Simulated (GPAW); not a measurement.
# F K-edge XANES of VF3 (P-1), part 3 of 3

What does one-electron theory with a core hole give for the F K edge of VF3 (P-1)?

GPAW 26.7.0; X-ray absorption from dipole matrix elements to empty bands, plane-wave PAW LDA+U.

So far. Step 4 (Spectrum with FCH, F atom 3): Main maxima below 24 eV (height): 2.3 eV (1.57), 3.6 eV (1.42), 10.0 eV (1.84), 11.6 eV (1.82) and 19.3 eV (0.81). A K edge sees empty p states; the first features are F p mixed into the empty d states of the V neighbours, and the broad ones above probably into the cations' higher empty bands.

**5. Spectrum with FCH, F atom 4**

The holes are 5.1 Å apart. The excited electron is left out and a uniform background balances the charge. After the field has converged, empty bands are computed with the density fixed and the dipole matrix elements are summed.

The absorber has 1 V at 1.93 Å and 1 V at 1.95 Å (bent, 143°, site symmetry 1).

Input file xas.py:

```python
import numpy as np
from ase import Atoms
from ase.parallel import parprint, paropen
from gpaw import GPAW, PW, FermiDirac, Mixer, MixerDif, setup_paths
from gpaw.test import gen
setup_paths.insert(0, '.')
gen('F', name='fch1s', xcname='LDA', corehole=(1, 0, 1), write_xml=True)
from gpaw.mpi import world
world.barrier()

atoms = Atoms('V2F6',
    cell=[[5.05196415, 0, 0],
     [2.49215489, 4.40223015, 0],
     [2.48160734, 1.44123322, 4.45865183]],
    scaled_positions=[[0, 0, 0],
     [0.5, 0.5, 0.5],
     [0.62602436, 0.25797291, 0.24616505],
     [0.13106981, 0.37018623, 0.74883404],
     [0.24182503, 0.87561822, 0.25276351],
     [0.37397564, 0.74202709, 0.75383495],
     [0.86893019, 0.62981377, 0.25116596],
     [0.75817497, 0.12438178, 0.74723649]],
    magmoms=[2.0, -2.0, 0.0, 0.0, 0.0, 0.0, 0.0, 0.0],
    pbc=True)
atoms.calc = calc = GPAW(legacy_gpaw=True, mode=PW(500, force_complex_dtype=True), xc='LDA', setups={'V': ':d,3', 3: 'fch1s'},
    kpts={'size': (3, 3, 3), 'gamma': True}, occupations=FermiDirac(0.02),
    charge=0, mixer=MixerDif(0.05, 8, 50), maxiter=150,
    convergence={'density': 0.0001, 'eigenstates': 1e-6}, txt='scf.txt')
energy = atoms.get_potential_energy() + calc.get_reference_energy()
ef = calc.get_fermi_level()
out = dict(energy=energy, fermi=ef, forces=atoms.get_forces().tolist(), magmoms=atoms.get_magnetic_moments().tolist())
parprint(f'all-electron energy {energy:.4f} eV, Fermi level {ef:.4f} eV')
ev = np.array([[calc.get_eigenvalues(k, s) for k in range(len(calc.get_ibz_k_points()))] for s in range(calc.get_number_of_spins())])
out['homo'], out['lumo'], out['counts'] = ev[ev < ef].max(), ev[ev > ef].min(), sorted(set((ev < ef).sum((0, 2)).tolist()))
out['filled'] = (ev[:, 0] < ef).sum(1).tolist()

from ase.units import Ha
from gpaw.xas import dipole_matrix_elements
nb = int(calc.get_number_of_electrons() / 2) + 72
top, nb = nb, nb + 8 + nb // 12
nscf = calc.fixed_density(kpts={'size': (4, 4, 4), 'gamma': True}, nbands=nb,
    convergence={'bands': top, 'eigenstates': 5e-3}, maxiter=60, txt='nscf.txt')
cell = atoms.cell.array
ops = [cell.T @ U.T @ np.linalg.inv(cell.T) for U in nscf.wfs.kd.symmetry.op_scc]
filled = [34, 34]  # bands filled in the ground state, by spin
E = np.arange(-6, 34, 0.1)
fwhm = np.interp(E, [4, 25], [0.9, 3.5])
Y, X, zero, highest = 0, 0, 1e9, 1e9
for spin in range(nscf.get_number_of_spins()):
    wfs = nscf.wfs
    mine = wfs.bd.get_slice()  # this rank's bands
    A = dipole_matrix_elements(wfs.setups[3])
    eps = np.zeros((wfs.kd.nibzkpts, nb))
    d = np.zeros((3, A.shape[1], wfs.kd.nibzkpts, nb), complex)
    for kpt in wfs.kpt_u:
        if kpt.s == spin and 3 in kpt.P_ani:
            eps[kpt.k, mine] = kpt.eps_n * Ha
            d[:, :, kpt.k, mine] = (kpt.weight * wfs.nspins / 2) ** 0.5 * np.inner(A, kpt.P_ani[3])
    world.sum(eps)
    world.sum(d)
    T = np.einsum('amkn,bmkn->abkn', d, d.conj()).real
    T = sum(np.einsum('ai,ijkn,bj->abkn', R, T, R) for R in ops) / len(ops)
    empty = np.ones_like(eps, bool) & (np.arange(nb) >= filled[spin])
    zero, highest = min(zero, eps[empty].min()), min(highest, eps[:, top - 1].min())
    lines = [(eps, T, empty)] if spin == 0 else lines + [(eps, T, empty)]
for eps, T, empty in lines:
    f = np.einsum('aakn->akn', T).reshape(3, -1)
    x = eps.ravel() - zero
    w = np.interp(x, E, fwhm) / 2.35482
    g = np.exp(-0.5 * ((E[:, None] - x) / w) ** 2) / (w * (2 * np.pi) ** 0.5)
    Y = Y + (f * empty.ravel()) @ g.T
    X = X + (f * ~empty.ravel()) @ g.T
out.update(E=E.round(2).tolist(), xas=Y.tolist(), xes=X.tolist(), zero=zero, valid=highest - zero, nk=len(eps), nb=nb)
for i in range(0, len(E), 10):
    parprint(f'{E[i]:7.2f}', *(f'{v:10.3e}' for v in Y[:, i]))
import json
with paropen('out.json', 'w') as f:
    json.dump(out, f)
```

Command:

```bash
$ OMP_NUM_THREADS=1 mpirun -n 4 gpaw python xas.py
```

Numbers of over 12 decimals in the logs are rounded to 6 here.

Output:

```text
Input parameters:
  convergence: {density: 0.0001,
                eigenstates: 1e-06}
  kpts: {gamma: True,
         size: (3, 3, 3)}
  maxiter: 150
  mixer: {backend: pulay,
          beta: 0.05,
          method: difference,
          nmaxold: 8,
          weight: 50}
  mode: {ecut: 500.0,
         force_complex_dtype: True,
         name: pw}
  occupations: {fixmagmom: False,
                name: fermi-dirac,
[...]
2s:      -1.877741    -1.879888
2p:      -1.212468    -1.215269
*d:                   -0.058611
*f:                   -0.013370
-------------------------------
all-electron energy -67105.9700 eV, Fermi level 2.5367 eV
  -6.00  6.456e-62  1.612e-61  4.165e-62
  -5.00  1.661e-45  3.826e-45  1.027e-45
  -4.00  4.705e-32  9.987e-32  2.864e-32
  -3.00  1.542e-21  3.008e-21  1.001e-21
[...]
32.00  9.961e-05  9.023e-05  7.226e-05
  33.00  1.055e-04  8.928e-05  7.283e-05
[key lines of the parts left out:]
Converged after 19 iterations.
Dipole moment: (-0.261910, -0.101782, 0.563097) |e|*Ang
Free energy:    -80.334486
Fermi level: 2.53670
```

Elapsed: 78 s, on 4 MPI ranks of Intel Xeon Platinum 8488C (Sapphire Rapids), shared host; peak memory 0.46 GiB; 5.2 min of CPU time.

The F K spectrum, F atom 4, full core hole (charged cell) (energy from the lowest empty level; intensity scaled to a mean of 1 over the first 20 eV; polarised curves are means over the symmetry-equivalent atoms):

| E (eV) | isotropic | ε ∥ x | ε ∥ y | ε ∥ z |
| --- | --- | --- | --- | --- |
| -2.0 | 0.00 | 0.00 | 0.00 | 0.00 |
| -1.4 | 0.00 | 0.00 | 0.00 | 0.00 |
| -0.8 | 0.00 | 0.00 | 0.00 | 0.00 |
| -0.2 | 0.01 | 0.00 | 0.01 | 0.01 |
| 0.4 | 0.01 | 0.01 | 0.01 | 0.02 |
| 1.0 | 0.12 | 0.16 | 0.08 | 0.11 |
| 1.6 | 0.79 | 1.00 | 0.63 | 0.75 |
| 2.2 | 1.59 | 1.61 | 1.66 | 1.49 |
| 2.8 | 1.03 | 0.98 | 1.16 | 0.95 |
| 3.4 | 1.33 | 1.79 | 0.80 | 1.40 |
| 4.0 | 0.96 | 1.38 | 0.49 | 1.01 |
| 4.6 | 0.18 | 0.24 | 0.13 | 0.17 |
| 5.2 | 0.18 | 0.19 | 0.18 | 0.16 |
| 5.8 | 0.36 | 0.39 | 0.39 | 0.30 |
| 6.4 | 0.47 | 0.48 | 0.52 | 0.41 |
| 7.0 | 0.77 | 0.73 | 0.83 | 0.74 |
| 7.6 | 1.16 | 1.13 | 1.25 | 1.12 |
| 8.2 | 1.45 | 1.45 | 1.53 | 1.36 |
| 8.8 | 1.65 | 1.66 | 1.74 | 1.54 |
| 9.4 | 1.78 | 1.87 | 1.85 | 1.60 |
| 10.0 | 1.84 | 2.08 | 1.85 | 1.59 |
| 10.6 | 1.79 | 2.03 | 1.68 | 1.66 |
| 11.2 | 1.80 | 1.88 | 1.60 | 1.93 |
| 11.8 | 1.80 | 1.74 | 1.54 | 2.13 |
| 12.4 | 1.60 | 1.52 | 1.33 | 1.97 |
| 13.0 | 1.32 | 1.29 | 1.05 | 1.62 |
| 13.6 | 1.13 | 1.12 | 0.88 | 1.40 |
| 14.2 | 1.04 | 0.99 | 0.79 | 1.32 |
| 14.8 | 0.95 | 0.87 | 0.76 | 1.23 |
| 15.4 | 0.85 | 0.78 | 0.74 | 1.04 |
| 16.0 | 0.76 | 0.72 | 0.74 | 0.81 |
| 16.6 | 0.68 | 0.69 | 0.74 | 0.62 |
| 17.2 | 0.66 | 0.71 | 0.77 | 0.49 |
| 17.8 | 0.69 | 0.78 | 0.85 | 0.43 |
| 18.4 | 0.76 | 0.88 | 0.97 | 0.41 |
| 19.0 | 0.81 | 0.95 | 1.07 | 0.41 |
| 19.6 | 0.80 | 0.93 | 1.07 | 0.41 |
| 20.2 | 0.73 | 0.81 | 0.96 | 0.42 |
| 20.8 | 0.63 | 0.65 | 0.79 | 0.45 |
| 21.4 | 0.54 | 0.51 | 0.63 | 0.49 |
| 22.0 | 0.51 | 0.43 | 0.53 | 0.56 |
| 22.6 | 0.53 | 0.41 | 0.51 | 0.65 |
| 23.2 | 0.59 | 0.44 | 0.56 | 0.76 |
| 23.8 | 0.67 | 0.50 | 0.64 | 0.86 |
| 24.4 | 0.75 | 0.57 | 0.75 | 0.94 |
| 25.0 | 0.84 | 0.64 | 0.86 | 1.01 |
| 25.6 | 0.91 | 0.72 | 0.98 | 1.05 |
| 26.2 | 0.98 | 0.80 | 1.07 | 1.07 |
| 26.8 | 1.03 | 0.87 | 1.13 | 1.07 |
| 27.4 | 1.05 | 0.93 | 1.15 | 1.07 |
| 28.0 | 1.06 | 0.97 | 1.14 | 1.08 |
| 28.6 | 1.08 | 1.02 | 1.14 | 1.09 |
| 29.2 | 1.12 | 1.09 | 1.17 | 1.11 |
| 29.8 | 1.19 | 1.19 | 1.23 | 1.14 |
| 30.4 | 1.27 | 1.32 | 1.33 | 1.17 |
| 31.0 | 1.35 | 1.46 | 1.42 | 1.19 |
| 31.6 | 1.42 | 1.59 | 1.48 | 1.20 |

Main maxima below 24 eV (height): 2.2 eV (1.59), 3.6 eV (1.44), 10.0 eV (1.84), 11.5 eV (1.82) and 19.3 eV (0.82). 

The hole costs E(hole) − E(ground) = 675.01 eV, and the lowest empty level of the hole cell on the spectrum's mesh lies at 3.69 eV, which puts the zero at 678.70 eV.

**6. Spectrum with FCH, F atom 5**

The holes are 5.1 Å apart. The excited electron is left out and a uniform background balances the charge. After the field has converged, empty bands are computed with the density fixed and the dipole matrix elements are summed.

The absorber has 1 V at 1.92 Å and 1 V at 1.97 Å (bent, 143°, site symmetry 1).

Edit xas.py of step 5 so:

```diff
@@ -24,3 +24,3 @@
     pbc=True)
-atoms.calc = calc = GPAW(legacy_gpaw=True, mode=PW(500, force_complex_dtype=True), xc='LDA', setups={'V': ':d,3', 3: 'fch1s'},
+atoms.calc = calc = GPAW(legacy_gpaw=True, mode=PW(500, force_complex_dtype=True), xc='LDA', setups={'V': ':d,3', 4: 'fch1s'},
     kpts={'size': (3, 3, 3), 'gamma': True}, occupations=FermiDirac(0.02),
@@ -51,3 +51,3 @@
     mine = wfs.bd.get_slice()  # this rank's bands
-    A = dipole_matrix_elements(wfs.setups[3])
+    A = dipole_matrix_elements(wfs.setups[4])
     eps = np.zeros((wfs.kd.nibzkpts, nb))
@@ -55,5 +55,5 @@
     for kpt in wfs.kpt_u:
-        if kpt.s == spin and 3 in kpt.P_ani:
+        if kpt.s == spin and 4 in kpt.P_ani:
             eps[kpt.k, mine] = kpt.eps_n * Ha
-            d[:, :, kpt.k, mine] = (kpt.weight * wfs.nspins / 2) ** 0.5 * np.inner(A, kpt.P_ani[3])
+            d[:, :, kpt.k, mine] = (kpt.weight * wfs.nspins / 2) ** 0.5 * np.inner(A, kpt.P_ani[4])
     world.sum(eps)
```

Output:

```text
Input parameters:
  convergence: {density: 0.0001,
                eigenstates: 1e-06}
  kpts: {gamma: True,
         size: (3, 3, 3)}
  maxiter: 150
  mixer: {backend: pulay,
          beta: 0.05,
          method: difference,
          nmaxold: 8,
          weight: 50}
  mode: {ecut: 500.0,
         force_complex_dtype: True,
         name: pw}
  occupations: {fixmagmom: False,
                name: fermi-dirac,
[...]
2s:      -1.877741    -1.879888
2p:      -1.212468    -1.215269
*d:                   -0.058611
*f:                   -0.013370
-------------------------------
all-electron energy -67105.9676 eV, Fermi level 2.6858 eV
  -6.00  1.797e-62  1.266e-61  1.928e-62
  -5.00  4.663e-46  2.950e-45  4.679e-46
  -4.00  1.417e-32  7.592e-32  1.329e-32
  -3.00  5.353e-22  2.273e-21  5.025e-22
[...]
32.00  9.751e-05  9.108e-05  7.272e-05
  33.00  1.037e-04  9.053e-05  7.340e-05
[key lines of the parts left out:]
Converged after 20 iterations.
Dipole moment: (-0.735684, 0.157919, -0.558933) |e|*Ang
Free energy:    -80.332057
Fermi level: 2.68585
```

The job ended after 81 s (4 MPI ranks; peak memory 0.47 GiB).

The F K spectrum, F atom 5, full core hole (charged cell) (energy from the lowest empty level; intensity scaled to a mean of 1 over the first 20 eV; polarised curves are means over the symmetry-equivalent atoms):

| E (eV) | isotropic | ε ∥ x | ε ∥ y | ε ∥ z |
| --- | --- | --- | --- | --- |
| -2.0 | 0.00 | 0.00 | 0.00 | 0.00 |
| -1.0 | 0.00 | 0.00 | 0.00 | 0.00 |
| 0.0 | 0.01 | 0.01 | 0.01 | 0.01 |
| 1.0 | 0.10 | 0.11 | 0.10 | 0.10 |
| 2.0 | 1.37 | 1.54 | 1.27 | 1.32 |
| 3.0 | 0.97 | 1.05 | 0.96 | 0.90 |
| 4.0 | 1.01 | 1.45 | 0.50 | 1.10 |
| 5.0 | 0.13 | 0.15 | 0.12 | 0.12 |
| 6.0 | 0.40 | 0.45 | 0.40 | 0.34 |
| 7.0 | 0.75 | 0.75 | 0.77 | 0.72 |
| 8.0 | 1.34 | 1.36 | 1.41 | 1.26 |
| 9.0 | 1.68 | 1.70 | 1.79 | 1.55 |
| 10.0 | 1.84 | 2.05 | 1.89 | 1.58 |
| 11.0 | 1.79 | 1.92 | 1.64 | 1.82 |
| 12.0 | 1.78 | 1.69 | 1.52 | 2.14 |
| 13.0 | 1.33 | 1.27 | 1.07 | 1.66 |
| 14.0 | 1.06 | 1.02 | 0.81 | 1.36 |
| 15.0 | 0.92 | 0.85 | 0.75 | 1.16 |
| 16.0 | 0.76 | 0.73 | 0.76 | 0.81 |
| 17.0 | 0.67 | 0.69 | 0.79 | 0.54 |
| 18.0 | 0.71 | 0.79 | 0.91 | 0.43 |
| 19.0 | 0.81 | 0.93 | 1.08 | 0.41 |
| 20.0 | 0.77 | 0.87 | 1.02 | 0.42 |
| 21.0 | 0.61 | 0.63 | 0.75 | 0.47 |
| 22.0 | 0.52 | 0.46 | 0.53 | 0.58 |
| 23.0 | 0.57 | 0.45 | 0.52 | 0.74 |
| 24.0 | 0.69 | 0.53 | 0.64 | 0.90 |
| 25.0 | 0.82 | 0.65 | 0.81 | 0.99 |
| 26.0 | 0.93 | 0.79 | 0.99 | 1.03 |
| 27.0 | 1.01 | 0.91 | 1.10 | 1.04 |
| 28.0 | 1.05 | 0.98 | 1.12 | 1.05 |
| 29.0 | 1.10 | 1.07 | 1.14 | 1.10 |
| 30.0 | 1.21 | 1.23 | 1.26 | 1.16 |
| 31.0 | 1.35 | 1.44 | 1.42 | 1.19 |
| 32.0 | 1.45 | 1.62 | 1.51 | 1.21 |

Main maxima below 24 eV (height): 2.3 eV (1.56), 3.6 eV (1.45), 10.0 eV (1.84), 11.6 eV (1.83) and 19.3 eV (0.81). 

The hole costs E(hole) − E(ground) = 675.01 eV, and the lowest empty level of the hole cell on the spectrum's mesh lies at 3.65 eV, which puts the zero at 678.66 eV.

**7. Spectrum with HCH, F atom 3**

The holes are 5.1 Å apart. The data set carries half a charge, which charge=0 leaves uncompensated but for the background. Half a hole is Slater's transition state, a compromise that weakens the attraction. After the field has converged, empty bands are computed with the density fixed and the dipole matrix elements are summed.

Changed against the first core-hole run: core hole from full to half.

Edit xas.py of step 6 so:

```diff
@@ -6,3 +6,3 @@
 setup_paths.insert(0, '.')
-gen('F', name='fch1s', xcname='LDA', corehole=(1, 0, 1), write_xml=True)
+gen('F', name='hch1s', xcname='LDA', corehole=(1, 0, 0.5), write_xml=True)
 from gpaw.mpi import world
@@ -24,3 +24,3 @@
     pbc=True)
-atoms.calc = calc = GPAW(legacy_gpaw=True, mode=PW(500, force_complex_dtype=True), xc='LDA', setups={'V': ':d,3', 4: 'fch1s'},
+atoms.calc = calc = GPAW(legacy_gpaw=True, mode=PW(500, force_complex_dtype=True), xc='LDA', setups={'V': ':d,3', 2: 'hch1s'},
     kpts={'size': (3, 3, 3), 'gamma': True}, occupations=FermiDirac(0.02),
@@ -51,3 +51,3 @@
     mine = wfs.bd.get_slice()  # this rank's bands
-    A = dipole_matrix_elements(wfs.setups[4])
+    A = dipole_matrix_elements(wfs.setups[2])
     eps = np.zeros((wfs.kd.nibzkpts, nb))
@@ -55,5 +55,5 @@
     for kpt in wfs.kpt_u:
-        if kpt.s == spin and 4 in kpt.P_ani:
+        if kpt.s == spin and 2 in kpt.P_ani:
             eps[kpt.k, mine] = kpt.eps_n * Ha
-            d[:, :, kpt.k, mine] = (kpt.weight * wfs.nspins / 2) ** 0.5 * np.inner(A, kpt.P_ani[4])
+            d[:, :, kpt.k, mine] = (kpt.weight * wfs.nspins / 2) ** 0.5 * np.inner(A, kpt.P_ani[2])
     world.sum(eps)
```

Output:

```text
Input parameters:
  convergence: {density: 0.0001,
                eigenstates: 1e-06}
  kpts: {gamma: True,
         size: (3, 3, 3)}
  maxiter: 150
  mixer: {backend: pulay,
          beta: 0.05,
          method: difference,
          nmaxold: 8,
          weight: 50}
  mode: {ecut: 500.0,
         force_complex_dtype: True,
         name: pw}
  occupations: {fixmagmom: False,
                name: fermi-dirac,
[...]
2s:      -1.456448    -1.458345
2p:      -0.778910    -0.781392
*d:                    0.001853
*f:                    0.033773
-------------------------------
all-electron energy -67449.5766 eV, Fermi level 2.6898 eV
  -6.00  1.450e-61  1.304e-61  8.722e-62
  -5.00  3.542e-45  3.168e-45  2.144e-45
  -4.00  9.668e-32  8.584e-32  5.986e-32
  -3.00  3.101e-21  2.721e-21  2.060e-21
[...]
32.00  9.044e-05  9.398e-05  7.363e-05
  33.00  9.078e-05  1.077e-04  7.363e-05
[key lines of the parts left out:]
Converged after 43 iterations.
Dipole moment: (-0.122505, -0.311498, -0.252844) |e|*Ang
Free energy:    -61.054381
Fermi level: 2.68984
```

Elapsed: 1.8 min, on 4 MPI ranks; peak memory 0.46 GiB.

| E (eV) | first run | this run |
| --- | --- | --- |
| -2.0 | 0.00 | 0.00 |
| -1.0 | 0.00 | 0.00 |
| 0.0 | 0.01 | 0.01 |
| 1.0 | 0.11 | 0.04 |
| 2.0 | 1.41 | 1.02 |
| 3.0 | 0.96 | 1.21 |
| 4.0 | 1.01 | 1.46 |
| 5.0 | 0.13 | 0.21 |
| 6.0 | 0.40 | 0.42 |
| 7.0 | 0.76 | 0.62 |
| 8.0 | 1.35 | 1.05 |
| 9.0 | 1.68 | 1.28 |
| 10.0 | 1.84 | 1.47 |
| 11.0 | 1.78 | 1.72 |
| 12.0 | 1.77 | 1.97 |
| 13.0 | 1.33 | 1.64 |
| 14.0 | 1.06 | 1.26 |
| 15.0 | 0.92 | 1.09 |
| 16.0 | 0.77 | 0.89 |
| 17.0 | 0.67 | 0.71 |
| 18.0 | 0.71 | 0.69 |
| 19.0 | 0.80 | 0.78 |
| 20.0 | 0.77 | 0.78 |
| 21.0 | 0.61 | 0.64 |
| 22.0 | 0.52 | 0.51 |
| 23.0 | 0.57 | 0.51 |
| 24.0 | 0.69 | 0.59 |
| 25.0 | 0.82 | 0.69 |
| 26.0 | 0.94 | 0.80 |
| 27.0 | 1.02 | 0.87 |
| 28.0 | 1.05 | 0.89 |
| 29.0 | 1.10 | 0.90 |
| 30.0 | 1.21 | 0.97 |
| 31.0 | 1.34 | 1.08 |
| 32.0 | 1.44 | 1.19 |

Against the first run the r.m.s. difference is 21 %. A shift of +0.4 eV leaves 12 %. Another feature, at 12.0 eV (1.97), becomes the highest below 16 eV; the one at 10.0 eV is gone.

**8. The sites side by side**

| atom | surroundings | onset shift (eV) | energy of the highest intensity below 16 eV |
| --- | --- | --- | --- |
| 3 | 1 V at 1.92 Å and 1 V at 1.96 Å (bent, 143°, site symmetry 1) | +0.00 | 10.0 |
| 4 | 1 V at 1.93 Å and 1 V at 1.95 Å (bent, 143°, site symmetry 1) | +0.01 | 10.0 |
| 5 | 1 V at 1.92 Å and 1 V at 1.97 Å (bent, 143°, site symmetry 1) | -0.03 | 10.0 |

On one energy scale, from the first site's zero:

| E (eV) | atom 3 | atom 4 | atom 5 |
| --- | --- | --- | --- |
| -2.0 | 0.00 | 0.00 | 0.00 |
| -1.0 | 0.00 | 0.00 | 0.00 |
| 0.0 | 0.01 | 0.01 | 0.01 |
| 1.0 | 0.11 | 0.11 | 0.12 |
| 2.0 | 1.41 | 1.43 | 1.41 |
| 3.0 | 0.96 | 0.96 | 0.98 |
| 4.0 | 1.01 | 0.97 | 0.95 |
| 5.0 | 0.13 | 0.13 | 0.14 |
| 6.0 | 0.40 | 0.40 | 0.40 |
| 7.0 | 0.76 | 0.76 | 0.77 |
| 8.0 | 1.35 | 1.36 | 1.36 |
| 9.0 | 1.68 | 1.69 | 1.69 |
| 10.0 | 1.84 | 1.84 | 1.84 |
| 11.0 | 1.78 | 1.79 | 1.79 |
| 12.0 | 1.77 | 1.76 | 1.77 |
| 13.0 | 1.33 | 1.32 | 1.32 |
| 14.0 | 1.06 | 1.06 | 1.06 |
| 15.0 | 0.92 | 0.92 | 0.92 |
| 16.0 | 0.77 | 0.76 | 0.76 |
| 17.0 | 0.67 | 0.66 | 0.67 |
| 18.0 | 0.71 | 0.71 | 0.71 |
| 19.0 | 0.80 | 0.81 | 0.81 |
| 20.0 | 0.77 | 0.76 | 0.77 |
| 21.0 | 0.61 | 0.60 | 0.61 |
| 22.0 | 0.52 | 0.51 | 0.52 |
| 23.0 | 0.57 | 0.56 | 0.57 |
| 24.0 | 0.69 | 0.69 | 0.69 |
| 25.0 | 0.82 | 0.84 | 0.82 |
| 26.0 | 0.94 | 0.96 | 0.94 |
| 27.0 | 1.02 | 1.03 | 1.02 |
| 28.0 | 1.05 | 1.06 | 1.05 |
| 29.0 | 1.10 | 1.11 | 1.10 |
| 30.0 | 1.21 | 1.22 | 1.22 |
| 31.0 | 1.34 | 1.35 | 1.36 |
| 32.0 | 1.44 | 1.45 | 1.45 |

**9. Runs not followed above**

These runs aren't followed: redraws of a spectrum that repeat one shown, runs with a planted fault or a state judged unsound, or a program's part that gave no sound spectrum.

| program | step | status | elapsed |
| --- | --- | --- | --- |
| GPAW | spectrum with FCH | converged | 81 s |

**10. Summary of results**

```yaml
absorber_and_edge: F K, atom 3 of the ground-state input (counted from 1)
surroundings: 1 V at 1.92 Å and 1 V at 1.96 Å (bent, 143°, site symmetry 1)
highest_intensity_below_16_ev: 10.0 eV above the zero, height 1.84
photon_energy_of_the_zero_spin_polarised_hole_raw: 678.7 eV (LDA puts this hole about 5 eV below PBE, itself good to a few eV)
```

The F K edge of atom 3, with 1 V at 1.92 Å and 1 V at 1.96 Å (bent, 143°, site symmetry 1), has its highest intensity of the first 16 eV at 10.0 eV above the zero, near 689 eV in photon energy (LDA puts this hole about 5 eV below PBE, itself good to a few eV), 1.8 times the mean level of the first 20 eV (Gaussian full width 0.9 eV up to 4 eV, rising linearly to 3.5 eV at 25 eV). The F K spectra of the 3 sites differ in shape by up to 2 % r.m.s. after the best shift, and their zeros spread over 0.04 eV. Changing the core hole from full to half alters the shape by 21 % r.m.s., a modest effect on the whole, though the highest intensity moves to 12.0 eV. At the F K edge of atom 3 polarisation matters most near 3.7 eV, where the curves differ by 2.3 on this scale. 1 further run of this session is left out of this account as redundant. The hole lies in one spin channel, while the script sums the empty states of both and takes the lower zero; where the two channels are split, this blurs and shifts the curve. The spins start antiferromagnetically in a simple order, which needn't be the measured one; gap and edge can depend on it. The holes are only 5.1 Å apart, so the shape is probably not converged with cell size; no larger cell was run here. The mesh is coarse (0.38 Å⁻¹ between points), so small maxima may be mesh ripples. The structure is a computed Materials Project entry and may be a hypothetical form.

[Banner, clock and machine lines of the logs are left out without a mark of their own.]

[Logs are printed without paths, hosts, clocks, repeated set-up lines and the standing remarks that a program may print on its own settings, such as how far it seeks lower states.]

[Hosts, paths, dates, database ids (printed as entryN), source tags and the programs' standing remarks are cut or masked in the printed files.]

[Lists of maxima count a maximum above −3 eV only where it reaches 4 % of the highest in the window and stands out from its surroundings by 2 % of it (1.5 % where it reaches 55 %); shoulders and weaker maxima are passed over, and of the rest the first, up to two pre-edge ones and the few strongest are named.]
